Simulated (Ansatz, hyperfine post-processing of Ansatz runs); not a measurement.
# Reading the 7Li spectrum of LiFeSiO4

Calculated values: DFT, PBEsol+U, plane-wave PAW, default files (PAW set soft_2), collinear spin, scalar-relativistic (Ansatz), contact and point-dipole shifts scaled to 320 K with Θ = 0 K (a pure Curie law); spin-only moments, above the ordering temperature.

```xyz
14
Lattice="5.0847 0.0000 0.0000 0.0000 5.2130 0.0000 -5.0494 0.0000 6.7316" Properties=species:S:1:pos:R:3 pbc="T T T"
Fe   -2.4576    3.5473    3.3342
Fe   -4.9823    1.6657    6.7000
Si    2.6271    0.9845    1.6642
Si    0.1024    4.2285    5.0300
O     1.9178    1.6483    0.3392
O    -0.8384    1.2598    1.5723
O     2.3276    4.5907    1.7732
O     2.0452    1.7803    2.9787
O    -0.6069    3.5647    3.7050
O    -3.3631    3.9532    4.9381
O    -0.1972    0.6223    5.1390
O    -0.4795    3.4327    6.3445
Li    0.0771    1.6652    3.3483
Li   -2.4477    3.5478    6.7141
```

7Li MAS at 11.7 T (193.6 MHz), 40 kHz, 320 K; contact and dipolar shift alone, no orbital or quadrupolar part; lines under 1.5 % of the strongest are left out. NMR lines, with heights relative to the strongest:

| position (ppm) | intensity |
| --- | --- |
| 120.9 | 1.9 |
| 327.5 | 7.5 |
| 534.1 | 34 |
| 740.7 | 41 |
| 947.3 | 99 |
| 1153.9 | 100 |
| 1360.5 | 16 |
| 1567.1 | 2.3 |

Q: Find the isotropic shifts among the lines and assign them to the Li sites.

Sidebands are spaced by 207 ppm (the spinning rate over the resonance of 193.6 MHz). An isotropic line need not be the tallest: it is the area-weighted centre of its own family of sidebands, and the one that stays put when the rate is changed. Isotropic shifts: 947 ppm for atom 13 and the 1 atom equivalent to it (4 Fe through links of 107 to 114° (3) and 119° (1)), reduced anisotropy -575 ppm.

[Logs are printed without paths, hosts, clocks, repeated set-up lines and the standing remarks that a program may print on its own settings, such as how far it seeks lower states.]

[Hosts, paths, dates, database ids (printed as entryN), source tags and the programs' standing remarks are cut or masked in the printed files.]
